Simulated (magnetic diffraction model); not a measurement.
# PrCd2Ni9: what an assumed order does to the neutron pattern

Space group R-3m (no. 166), a = 4.8350 Å, c = 23.3190 Å.

| site | atom | x | y | z |
| --- | --- | --- | --- | --- |
| 3a | Pr | 0 | 0 | 0 |
| 6c | Cd | 1/3 | 2/3 | 0.8075 |
| 18h | Ni | 0.3210 | 0.1605 | 0.7534 |
| 3b | Ni | 2/3 | 1/3 | 5/6 |
| 6c | Ni | 2/3 | 1/3 | 0.6672 |

This is a made-up structure (elements placed in a structure type, unrelaxed), so the numbers test the method and describe no known phase.

Only Pr is taken to order (form factors of Pr3+); orders and moment sizes are assumed, and not adapted to the symmetry. Radiation: neutrons of λ = 1.594 Å (absorption by Cd left out), 5° to 60°; isotropic B of 0.41 Å² (Pr), 0.37 Å² (Cd) and 0.35 Å² (Ni). The intensities are simulated: I ∝ L Σ (|F_N|² + |F_M⊥|²) for unpolarised neutrons, with F_M = 2.695 fm/μB × Σ f(s) S exp(2πi Q·r) exp(−B s²) at Q = H ± k (one set where k and −k are equivalent), only the part normal to Q counting and L = 1/(sin²θ cos θ). For collinear order S is the moment m, which repeats by lattice and centring translations R with the sign exp(−2πi k·R). Form factors are spin-only for 3d ions and dipole or tabulated for f ions, scattering lengths are Sears's of 1992, and absorption is left out. A label names one of the reflections at its angle. The strongest nuclear line in the range is 100, and lines under 0.2 are left out.

Assume the order k = (1/2 1/2 0), collinear moments along [101], 2.7 μB on Pr.

Q: Where does magnetic intensity appear, and how strong is it?

```
2θ (°)         index  nuclear  magnetic
 11.61  (1/2 -1/2 1)      0.0       2.5
 11.77       (0 0 3)      0.3       0.0
 13.46  (-1/2 1/2 2)      0.0       2.0
 18.98   (1/2 1/2 0)      0.0       1.2
 19.18  (1/2 -1/2 4)      0.0       0.2
 22.30       (1 0 1)     35.1       0.0
 22.39   (1/2 1/2 3)      0.0       1.2
 22.56  (-1/2 1/2 5)      0.0       0.3
 23.34       (0 1 2)      4.4       0.0
 23.67       (0 0 6)      6.5       0.0
 27.11       (1 0 4)      3.4       0.0
 29.44  (-1/2 3/2 1)      0.0       0.9
 30.25  (3/2 -1/2 2)      0.0       0.7
 30.51   (1/2 1/2 6)      0.0       0.3
 33.18  (3/2 -3/2 0)      0.0       0.3
 33.30  (-1/2 3/2 4)      0.0       0.6
 35.32  (3/2 -3/2 3)      0.0       0.5
 35.43  (3/2 -1/2 5)      0.0       0.3
 35.60       (1 0 7)      1.2       0.0
 35.83       (0 0 9)      4.5       0.0
 38.50       (1 1 0)     11.4       0.0
 38.92       (0 1 8)      8.7       0.0
 40.34   (3/2 1/2 1)      0.0       0.4
 40.40       (1 1 3)      1.9       0.0
 40.65  (-1/2 3/2 7)      0.0       0.3
 40.96   (1/2 3/2 2)      0.0       0.4
 41.16  (3/2 -3/2 6)      0.0       0.3
 43.35   (3/2 1/2 4)      0.0       0.3
 44.94       (0 2 1)     25.1       0.0
 45.08   (1/2 3/2 5)      0.0       0.3
 45.51       (2 0 2)     13.1       0.0
 45.69       (1 1 6)    100.0       0.0
 46.06      (1 0 10)      5.5       0.0
 47.72       (0 2 4)     19.6       0.0
 48.43      (0 0 12)     33.8       0.0
 49.20  (5/2 -3/2 1)      0.0       0.2
 49.33       (2 0 5)     65.2       0.0
 49.72  (-3/2 5/2 2)      0.0       0.3
 49.85      (0 1 11)     21.8       0.0
 51.71  (5/2 -1/2 0)      0.0       0.2
 53.23  (5/2 -1/2 3)      0.0       0.4
 53.31  (-3/2 5/2 5)      0.0       0.2
 53.44       (0 2 7)     30.6       0.0
 53.60       (1 1 9)      2.0       0.0
 55.90       (2 0 8)      0.8       0.0
 57.62  (5/2 -1/2 6)      0.0       0.3
 57.81      (1 0 13)      5.2       0.0
```

The strongest magnetic line in the range is (1/2 -1/2 1) at 11.61° (2.5). On top of the Lorentz factor, which all lines share, magnetic lines fade with angle because f falls: for Pr3+ it is 0.97, 0.88, 0.76 and 0.50 at sin θ/λ = 0.1, 0.2, 0.3 and 0.5 Å⁻¹, while nuclear lengths stay constant. The order has no net moment.

[Logs are printed without paths, hosts, clocks, repeated set-up lines and the standing remarks that a program may print on its own settings, such as how far it seeks lower states.]
